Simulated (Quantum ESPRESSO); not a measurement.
Records of electronic-structure calculations.

**FeSb: energy against a fixed spin moment**

It takes space group P6_3/mmc (No. 194, hexagonal). The conventional cell has a = 4.060 Å, b = 4.060 Å, c = 5.130 Å, α = 90.00°, β = 90.00°, γ = 120.00°. Nearest to Fe lie 2 Fe at 2.56 Å and 6 Sb at 2.67 Å. Nearest to Sb lie 6 Fe at 2.67 Å. Farther neighbours are not listed.

```xyz
4
Lattice="4.0600 0.0000 0.0000 -2.0300 3.5161 0.0000 0.0000 0.0000 5.1300" Properties=species:S:1:pos:R:3 pbc="T T T"
Fe    0.0000    0.0000    0.0000
Fe    0.0000    0.0000    2.5650
Sb    0.0000    2.3440    1.2825
Sb    2.0300    1.1720    3.8475
```

```
method                      : LDA; plane waves with GBRV 1.5 LDA potentials, no spin-orbit coupling (and 1 further level or step)
program                     : Quantum ESPRESSO 7.5
settings of one run         : GBRV 1.5 LDA, potential files Sb: sb_lda_v1.4.uspp.F.UPF, Fe: fe_lda_v1.5.uspp.F.UPF, cutoff 544.23 eV, 8×8×8 k-mesh, 43 bands, fermi-dirac occupations, smearing width 0.05 eV, collinear spin, SCF threshold 8.00e-9, starting moments 2.8 2.8 0 0 μB
cost                        : 12 runs, 10 min in all on 4 MPI ranks of Arm Neoverse V1, shared host (the runs of this entry)
notes                       : The database entry behind the starting cell differs from later determinations by our own check (0.1 to 0.3 % short, probably kX units). The run is spin-polarised, with a total moment of 2.99 μB a cell (absolute 3.50). All runs start parallel; opposed orders may lie lower.
moment of the free run      : 2.99 μB a cell
energy at zero total moment : 260 meV a cell over the lowest
```

At zero total moment the site moments vanish, so the 260 meV a cell is the energy of forming them. The points show one minimum alone.

[Logs and program files are shortened in this print: banners, set-up blocks, solver, clock and traceback lines can be left out without a mark of their own.]

[Logs are printed without paths, hosts, clocks, repeated set-up lines and the standing remarks that a program may print on its own settings, such as how far it seeks lower states.]

[Hosts, paths, dates, database ids (printed as entryN), source tags and the programs' standing remarks are cut or masked in the printed files.]

[Where a cell is said to come from a database of computed structures, the database is the Materials Project.]
